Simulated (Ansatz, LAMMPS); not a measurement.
**Amorphous Si at 1.97 g/cm^3 (80 atoms): geometry optimisation**

How does amorphous Si at 1.97 g/cm^3 (80 atoms) relax, and what do bonds, charges and levels look like afterwards?

Method: Kohn-Sham DFT, PBE, PAW (set soft_2), plane waves, in Ansatz 0.2.0.

**What experiment says.** Si-Si coordination number quoted from the high-resolution X-ray diffraction study of Laaziri et al (as quoted in “Relationship between diffraction peak, network topology, and amorphous-forming ability in silicon and silica”, 2021, PMC8590056): number of Si about Si 3.9.

Most raw output is cut from this account.

**1. The structure**

The cell holds 80 atoms: 80 Si. Its edges and angles: a = 12.374 Å, b = 12.374 Å, c = 12.374 Å, α = 90.0°, β = 90.0°, γ = 90.0°. 80 atoms (80 Si) placed at random at 1.97 g/cm³, melted at 2500 K for 10 ps at fixed volume with the modified Tersoff potential (Kumagai, Izumi, Hara and Sakai, Comput. Mater. Sci. 39, 457 (2007)). Quenched from 2500 K to 300 K at 10 K/ps and fixed volume, annealed at 800 K for 20 ps, held 5 ps, then minimised at fixed cell. The density is one point of a scan and needn't be that of the real material.

Limits known from the start: The quench rate of 10 K/ps is orders of magnitude faster than experiment, which tends to freeze in extra defects. The network of bonds at the start is that of the classical potential that made the cell. Sampling is at Γ alone, for a cell whose shortest periodic width is 12 Å.

**2. How the cell was made**

A classical potential supplies the starting structure, since it reaches far longer times than DFT.

This step: classical MD, modified Tersoff potential (Kumagai, Izumi, Hara and Sakai, Comput. Mater. Sci. 39, 457 (2007)) (LAMMPS 22 Jul 2025 - Update 4).

in.lmp

```
# melt-quench of Si80
units metal
atom_style atomic
boundary p p p
region box block 0 12.3744 0 12.3744 0 12.3744
create_box 1 box
mass 1 28.0850   # Si
create_atoms 1 random 80 29723 NULL overlap 2.07 maxtry 2000
pair_style tersoff/mod
pair_coeff * * Si.tersoff.mod Si
neigh_modify delay 0 every 1 check yes
thermo_style custom step time temp pe press density
thermo_modify norm yes
timestep 0.001
thermo 100
min_style cg
minimize 1e-4 1e-4 200 2000
reset_timestep 0
velocity all create 2500 29724 mom yes dist gaussian
fix lim all nve/limit 0.05
fix lan all langevin 2500 2500 0.1 29725 zero yes
thermo 500
run 1000 post no
unfix lim
unfix lan
thermo 1666
fix md all nvt temp 2500 2500 0.1
run 10000 post no
unfix md
thermo 22000
fix md all nvt temp 2500 300 0.1
run 220000 post no
unfix md
thermo 2500
# [... 11 lines left out ...]
thermo 2500
fix md all nvt temp 300 300 0.1
run 5000 post no
unfix md
thermo 100
min_style cg
minimize 0 1e-3 2000 20000
write_dump all custom glass.dump id type xs ys zs modify sort id
```

Started as:

```
$ lmp -in in.lmp -log none -nocite
```

It took 3.2 min on 1 thread of Intel Xeon at 2.80GHz (Skylake/Cascade Lake), shared host; peak memory 0.63 GiB.

**3. Single point at the start**

The forces at the start show how far the geometry lies from a minimum of this functional.

input.yaml

```yaml
crystal:
  lattice:
    - [12.3744, 0.0, 0.0]
    - [0.0, 12.3744, 0.0]
    - [0.0, 0.0, 12.3744]
  atoms:
    - { symbol: Si, position: [0.8328, 0.68411, 0.54123] }
    - { symbol: Si, position: [0.37882, 0.16276, 0.2154] }
    - { symbol: Si, position: [0.88803, 0.22024, 0.61098] }
    - { symbol: Si, position: [0.35591, 0.74684, 0.47252] }
    - { symbol: Si, position: [0.57882, 0.88046, 0.56086] }
    - { symbol: Si, position: [0.11253, 0.24998, 0.27295] }
    - { symbol: Si, position: [0.364, 0.41618, 0.43598] }
    - { symbol: Si, position: [0.51286, 0.70053, 0.57569] }
[... 68 atom lines left out ...]
    - { symbol: Si, position: [0.98477, 0.02318, 0.21709] }
    - { symbol: Si, position: [0.08334, 0.13316, 0.08686] }
    - { symbol: Si, position: [0.29747, 0.9055, 0.03989] }
    - { symbol: Si, position: [0.04338, 0.41683, 0.20815] }
kpoints:
  mp_grid: { grid: [1, 1, 1] }
hamiltonian:
  xc: pbe
scf:
  occupations: { method: fermi_dirac, width: 0.025 }
output:
  forces: true
```

Started as:

```
$ ansatz run input.yaml --threads 4 --pin off --max-ram 8192MiB --backend cpu --events-out ev --progress --plain --runs-dir out
```

It took 18 s on 4 threads of Arm Neoverse V1, shared host; peak memory 1.7 GiB.

Numbers from this run:

| Item | Value |
| --- | --- |
| free energy | -50842.0606 eV |
| free energy per atom | -635.5258 eV/atom |
| SCF cycles | 14 |
| r.m.s. force component | 0.2481 eV/Å |
| longest force | 1.151 eV/Å |
| Fermi energy | 4.74 eV |

The r.m.s. force component of 0.25 eV/Å sets the starting point.

Neighbours are counted within 2.93 Å (Si-Si).

Length of the force by element and coordination:

| element | coordination | atoms | mean length of the force (eV/Å) | spread | least | most |
| --- | --- | --- | --- | --- | --- | --- |
| Si | all | 80 | 0.384 | 0.193 | 0.0552 | 1.15 |
| Si | 3 | 5 | 0.612 | 0.287 | 0.339 | 1.15 |
| Si | 4 | 74 | 0.371 | 0.174 | 0.0552 | 0.936 |
| Si | 5 | 1 | 0.207 | 0 | 0.207 | 0.207 |

**4. Relaxation**

The atoms are relaxed in the fixed cell, aiming at the force tolerance of the input.

input.yaml: that of step 3 with these lines changed.

```diff
@@ -15 +15,4 @@
   forces: true
+relax:
+  f_tol: 0.04
+  max_steps: 250
```

It took 94 s on 4 threads; peak memory 1.7 GiB; 6 min of CPU time.

Relaxation path:

| step | energy less that of the first step (eV) | largest force component (eV/Å) |
| --- | --- | --- |
| 1 | 0.0000 | 1.0070 |
| 2 | -0.9336 | 0.3502 |
| 3 | -1.1459 | 0.5376 |
| 4 | -1.3502 | 0.7105 |
| 5 | -1.5747 | 0.7862 |
| 6 | -1.8277 | 0.5643 |
| 7 | -1.9574 | 0.1412 |
| 8 | -1.9733 | 0.0788 |
| 9 | -1.9770 | 0.0432 |
| 10 | -1.9782 | 0.0139 |

The atoms that moved most (Å):

| atom | dx | dy | dz | length |
| --- | --- | --- | --- | --- |
| Si6 | 0.042 | 0.519 | 0.991 | 1.119 |
| Si33 | -0.332 | 0.499 | -0.197 | 0.631 |
| Si25 | 0.200 | -0.225 | -0.069 | 0.309 |
| Si53 | -0.020 | -0.102 | 0.289 | 0.307 |
| Si80 | 0.050 | -0.011 | 0.246 | 0.251 |
| Si5 | -0.123 | 0.191 | -0.081 | 0.242 |
| Si78 | -0.012 | -0.141 | -0.188 | 0.235 |
| Si51 | 0.033 | -0.087 | -0.214 | 0.233 |

The relaxation changed the energy by -24.7 meV/atom, and atoms moved by 0.19 Å r.m.s., 1.1 Å at most.

**5. Distances and neighbours after relaxation**

Bonds before and after, by the cutoffs listed below:

| pair | bonds before | bonds after | mean before (Å) | mean after (Å) | spread before (Å) | spread after (Å) |
| --- | --- | --- | --- | --- | --- | --- |
| Si-Si | 158 | 158 | 2.409 | 2.409 | 0.064 | 0.062 |

Density 1.97 g/cm³, 23.69 Å³ an atom.

Pair distribution function in bins of 0.1 Å:

| r (Å) | total |
| --- | --- |
| 2.15 | 0.00 |
| 2.25 | 0.09 |
| 2.35 | 6.77 |
| 2.45 | 5.07 |
| 2.55 | 0.81 |
| 2.65 | 0.13 |
| 2.75 | 0.00 |
| 2.85 | 0.00 |
| 2.95 | 0.00 |
| 3.05 | 0.00 |
| 3.15 | 0.10 |
| 3.25 | 0.27 |
| 3.35 | 0.67 |
| 3.45 | 0.63 |
| 3.55 | 0.97 |
| 3.65 | 1.34 |
| 3.75 | 1.64 |
| 3.85 | 2.07 |
| 3.95 | 2.09 |
| 4.05 | 1.76 |
| 4.15 | 1.67 |
| 4.25 | 1.02 |
| 4.35 | 1.02 |
| 4.45 | 0.88 |
| 4.55 | 0.66 |
| 4.65 | 0.70 |
| 4.75 | 0.86 |
| 4.85 | 0.88 |
| 4.95 | 0.56 |
| 5.05 | 0.72 |
| 5.15 | 0.96 |
| 5.25 | 0.91 |
| 5.35 | 0.81 |
| 5.45 | 1.08 |
| 5.55 | 1.01 |
| 5.65 | 1.31 |
| 5.75 | 1.07 |
| 5.85 | 1.16 |
| 5.95 | 1.41 |
| 6.05 | 1.07 |
| 6.15 | 0.76 |

Bonds by pair of elements; cutoffs follow the first minimum of g(r), held within bounds set by covalent radii, and pairs that aren't listed don't count as bonded:

| pair A-B | cutoff (Å) | bonds | mean length (Å) | spread (Å) | shortest (Å) | B about A | A about B |
| --- | --- | --- | --- | --- | --- | --- | --- |
| Si-Si | 2.93 | 158 | 2.41 | 0.062 | 2.25 | 3.95 | 3.95 |

How many atoms have how many bonded neighbours:

| element | mean | 3 | 4 |
| --- | --- | --- | --- |
| Si | 3.95 | 4 | 76 |

Bond angles, per cent of each kind in bins of 5°:

| angle (°) | Si-Si-Si |
| --- | --- |
| 55–60 | 0.2 |
| 60–65 | 0.4 |
| 65–70 | 0.0 |
| 70–75 | 0.0 |
| 75–80 | 0.2 |
| 80–85 | 1.9 |
| 85–90 | 3.9 |
| 90–95 | 7.5 |
| 95–100 | 9.4 |
| 100–105 | 12.8 |
| 105–110 | 18.2 |
| 110–115 | 17.1 |
| 115–120 | 9.8 |
| 120–125 | 9.2 |
| 125–130 | 3.4 |
| 130–135 | 2.4 |
| 135–140 | 1.7 |
| 140–145 | 0.9 |
| 145–150 | 0.4 |
| 150–155 | 0.2 |
| 155–160 | 0.4 |

Bond angles (no mean is given where the spread exceeds 20°):

| angle | count | mean (°) | spread (°) |
| --- | --- | --- | --- |
| Si-Si-Si | 468 | 109 | 13.4 |

Bond length by coordination (bonds to H left out):

| element | coordination | atoms | mean bond length (Å) |
| --- | --- | --- | --- |
| Si | 3 | 4 | 2.37 |
| Si | 4 | 76 | 2.41 |

Rings of the network by King's shortest-path rule, up to 12 atoms, one path for each pair of neighbours; H, halogens, alkali and alkaline-earth atoms are left out, and the last column divides by all other atoms, bonded or not:

| ring size (atoms) | rings | per network atom |
| --- | --- | --- |
| 3 | 1 | 0.012 |
| 4 | 7 | 0.088 |
| 5 | 41 | 0.512 |
| 6 | 48 | 0.6 |
| 7 | 33 | 0.412 |
| 8 | 8 | 0.1 |
| 9 | 3 | 0.038 |

The first peak of g(r) lies near 2.4 Å. With the cutoffs above, 95 % of Si atoms have 4 bonded neighbours. The Si-Si-Si angle averages 109° with a spread of 13°. Bonds at Si atoms with 3 neighbours average 2.37 Å, against 2.41 Å at those with 4. Rings of 6 atoms are the most common (34 % of those counted); sizes run from 3 to 9.

**6. Single point at the relaxed geometry**

The electronic structure is read at the final geometry, in a run of its own.

input.yaml

```yaml
crystal:
  lattice:
    - [12.3744, 0.0, 0.0]
    - [0.0, 12.3744, 0.0]
    - [0.0, 0.0, 12.3744]
  atoms:
    - { symbol: Si, position: [0.82648, 0.68651, 0.54164] }
    - { symbol: Si, position: [0.38502, 0.15043, 0.20684] }
    - { symbol: Si, position: [0.88579, 0.2195, 0.61195] }
    - { symbol: Si, position: [0.36013, 0.74689, 0.47061] }
    - { symbol: Si, position: [0.56884, 0.89591, 0.55432] }
    - { symbol: Si, position: [0.11592, 0.29193, 0.35301] }
    - { symbol: Si, position: [0.36193, 0.40696, 0.43269] }
    - { symbol: Si, position: [0.51554, 0.71081, 0.57547] }
[... 68 atom lines left out ...]
    - { symbol: Si, position: [0.98939, 0.03024, 0.21142] }
    - { symbol: Si, position: [0.08235, 0.12179, 0.07169] }
    - { symbol: Si, position: [0.29932, 0.89472, 0.03714] }
    - { symbol: Si, position: [0.0474, 0.41595, 0.22801] }
kpoints:
  mp_grid: { grid: [1, 1, 1] }
hamiltonian:
  xc: pbe
scf:
  occupations: { method: fermi_dirac, width: 0.025 }
output:
  forces: true
  stress: true
  populations: true
  dos:
    method: { smearing: { sigma: 0.08 } }
    de: 0.05
    projected: { site_lists: { Si: [Si] } }
  eigenvalues: true
  write_density: true
  write_potential: true
  volumetric_format: npy
```

Run time: 21 s. Hardware: 4 threads; peak memory 1.7 GiB.

The program notes that the exchange-correlation potential is rough where the density is thin.

Read from the output:

```yaml
free_energy: -50844.0387 eV
free_energy_per_atom: -635.5505 eV/atom
scf_cycles: 11
pressure: -2.606 GPa
r_m_s_force_component: 0.00375 eV/Å
longest_force: 0.0192 eV/Å
fermi_energy: 4.609 eV
spacing_of_highest_filled_and_lowest_empty_level: 0.3369 eV
spilling_of_the_projection: 0.01116
```

The mean of these charges, 0.045 e, is only the charge that the projection spills.

Löwdin charges by element and coordination (they lack the spilled electrons, 0.045 e an atom on average):

| element | coordination | atoms | mean charge (e) | spread | least | most |
| --- | --- | --- | --- | --- | --- | --- |
| Si | all | 80 | 0.0446 | 0.0325 | -0.126 | 0.163 |
| Si | 3 | 4 | 0.0132 | 0.103 | -0.126 | 0.163 |
| Si | 4 | 76 | 0.0463 | 0.0224 | -0.0049 | 0.123 |

Density of states as counts of states in windows of 1 eV (from the Fermi level), total and the larger projections:

| from (eV) | to (eV) | total | Si p | Si s |
| --- | --- | --- | --- | --- |
| -13 | -12 | 0.0 | 0.0 | 0.0 |
| -12 | -11 | 5.5 | 0.9 | 4.6 |
| -11 | -10 | 22.4 | 6.1 | 16.2 |
| -10 | -9 | 19.0 | 5.8 | 13.1 |
| -9 | -8 | 24.7 | 8.3 | 16.2 |
| -8 | -7 | 24.7 | 9.9 | 14.7 |
| -7 | -6 | 19.9 | 10.0 | 9.8 |
| -6 | -5 | 19.1 | 11.7 | 7.2 |
| -5 | -4 | 23.1 | 16.0 | 6.9 |
| -4 | -3 | 36.6 | 31.8 | 4.4 |
| -3 | -2 | 53.7 | 49.4 | 3.6 |
| -2 | -1 | 49.6 | 46.2 | 2.6 |
| -1 | 0 | 21.6 | 19.6 | 1.4 |
| 0 | 1 | 11.9 | 8.2 | 2.9 |
| 1 | 2 | 40.3 | 26.0 | 9.7 |
| 2 | 3 | 51.8 | 34.0 | 9.4 |

The levels nearest the highest filled one (over half full), pooled over k-points and spins:

| level less the highest filled one (eV) | occupation |
| --- | --- |
| -0.455 | 2 |
| -0.338 | 2 |
| -0.264 | 2 |
| -0.165 | 2 |
| -0.0708 | 2 |
| 0 | 2.00 |
| 0.337 | 0.002 |
| 0.569 | 0 |
| 0.794 | 0 |
| 0.971 | 0 |
| 1.04 | 0 |
| 1.14 | 0 |

Electrostatic potential energy in the ac plane at fractional y = 0.589, with atoms of Si within 0.2 Å of it. With pseudopotentials it is smooth inside the atoms' cores, unlike the true potential.

Ten even steps from '0' (-49 eV) to '9' (9 eV), each cell a mean:
```
99998510158875468999999999988999999
99999865689998888667899999999999999
99999999999999986202689999999999999
99999999999999986202689999999999999
99999999999999988767899999999999999
98767899999986557899999999999886789
85102689999972003799999999999853368
84000589999972003799999999999864478
97545799999987667999999999999988889
99888899999999999999998889999999999
98644689999999999999863247999999999
97300378888999999999730005899999999
88522577523689999999852137999998777
78888886100379999999987789999986213
78999997311589999999887789999985102
89999999877899999999741268999998657
99999999888999999999731258999999999
99999997667898888999876789999999999
98655788667874225899999999999999999
85100488889861002799999999999999999
86100489999974225899999999999999999
98656788999998788999999999999999999
99998754589987789999999999888999999
99998500058874358999999999888899999
```
Columns run along a (12.4 Å; values clipped at the 3rd and 97th percentile), rows up along c (12.4 Å). Atoms in or near the plane, at fractional coordinates: Si at (0.21, 0.00), Si at (0.66, 0.51), Si at (0.42, 0.18), Si at (0.10, 0.16), Si at (0.42, 0.70), Si at (0.27, 0.42), Si at (0.09, 0.69).

Valence density in the ac plane at fractional y = 0.589, with atoms of Si within 0.2 Å of it. It is the smooth field of the valence electrons, not physical close to the nuclei.

Ten even steps from '0' (0.01 e/Å³) to '9' (0.54 e/Å³), each cell a mean:
```
00013543476666687532111123566421000
00002355443334689865432222332210000
00000122111112367646864322111000000
00000000000001256546764321111000000
11111111100112468865432111112222211
44445432212245678642110000124576544
87536754223465336521000000124797677
77424653222355345421000000123576567
46788631111134555321111111112344433
24798531000011222222233433222232211
24787642111100011123465566433222111
46644675443321000113562147533333222
78755899855642100012466565322235556
77655678523652100001368964211246546
54222246655541000001368863101246645
32100124787421000012455663100135665
21111124676421111123555664210112333
22223456666554444322345653210001111
34556777667787556521122222110000011
46424886445685225521000011100000002
35434764322356666410000000111000001
13568875322247985210000001222110000
01246886554457774210000012465421000
00124642477666565310000013688631000
```
Columns run along a (12.4 Å), rows up along c (12.4 Å). Atoms in or near the plane, at fractional coordinates: Si at (0.21, 0.00), Si at (0.66, 0.51), Si at (0.42, 0.18), Si at (0.10, 0.16), Si at (0.42, 0.70), Si at (0.27, 0.42), Si at (0.09, 0.69).

Löwdin charges run from -0.13 to +0.16 e, about a mean that is the spilled charge alone. Within 0.4 eV of the Fermi level the largest share is Si p (86 % of the projected weight).

A closer look about Si37, picked at random: 13 atoms, nearest first, numbered in the order of the input, with positions taken from that point.

| atom | x | y | z | distance (Å) | bonds | Löwdin charge (e) |
| --- | --- | --- | --- | --- | --- | --- |
| Si37 | 0.00 | 0.00 | 0.00 | 0.00 | 4 | 0.02 |
| Si1 | -0.28 | -2.35 | 0.15 | 2.37 | 4 | 0.07 |
| Si36 | -1.87 | 0.00 | -1.47 | 2.38 | 4 | 0.07 |
| Si75 | -1.61 | 0.96 | 1.56 | 2.44 | 4 | 0.07 |
| Si61 | 2.43 | 0.47 | -0.42 | 2.51 | 4 | 0.03 |
| Si5 | -3.46 | 0.25 | 0.31 | 3.49 | 3 | -0.13 |
| Si18 | 2.16 | 2.87 | -0.10 | 3.59 | 4 | 0.06 |
| Si50 | 1.18 | -3.17 | -1.55 | 3.72 | 4 | 0.03 |
| Si28 | 0.69 | -2.96 | 2.24 | 3.78 | 4 | 0.02 |
| Si72 | -1.98 | 1.81 | -2.97 | 4.00 | 4 | 0.03 |
| Si65 | 2.82 | 0.09 | -2.85 | 4.02 | 4 | 0.03 |
| Si58 | -1.74 | 3.38 | 1.41 | 4.05 | 3 | 0.16 |
| Si68 | -1.41 | 0.30 | 3.86 | 4.12 | 4 | 0.06 |

The column of bonds counts only the pairs Si-Si within 2.93 Å; other neighbours, such as metal atoms beside each other in a compound, aren't counted, and periodic images can show an atom twice.

**7. Functional HSE06**

HSE06 mixes in a quarter of exact exchange at short range, which counters self-interaction, at a higher cost.

This step: Kohn-Sham DFT, HSE06, PAW (set soft_2), plane waves (Ansatz 0.2.0).

input.yaml: that of step 6 with these lines changed.

```diff
@@ -10,3 +10,3 @@
 hamiltonian:
-  xc: pbe
+  xc: hse06
 scf:
@@ -22,4 +22 @@
   eigenvalues: true
-  write_density: true
-  write_potential: true
-  volumetric_format: npy
```

Elapsed: 4.5 min, on 4 threads; peak memory 4 GiB; 17 min of CPU time.

The program notes that the exchange threshold is loose for the stress and the SCF threshold is loose for the stress.

Geometry and reference: those of the single point at the relaxed geometry.

Forces differ from those of the single point at the relaxed geometry by 53 meV/Å r.m.s.; the pressure by -1.5 GPa and the gap by +0.29 eV. It took 4.5 min and 30 cycles; the reference's time can't be set against it, since the two runs asked for unlike analyses.

Read from the output:

```yaml
free_energy: -50879.1781 eV
free_energy_per_atom: -635.9897 eV/atom
scf_cycles: 30
pressure: -4.13 GPa
r_m_s_force_component: 0.05313 eV/Å
longest_force: 0.2525 eV/Å
fermi_energy: 4.539 eV
spacing_of_highest_filled_and_lowest_empty_level: 0.623 eV
spilling_of_the_projection: 0.0113
```

(Part 1 of 2 ends here.)

[Logs are printed without paths, hosts, clocks, repeated set-up lines and the standing remarks that a program may print on its own settings, such as how far it seeks lower states.]

[Hosts, paths, dates, database ids (printed as entryN), source tags and the programs' standing remarks are cut or masked in the printed files.]
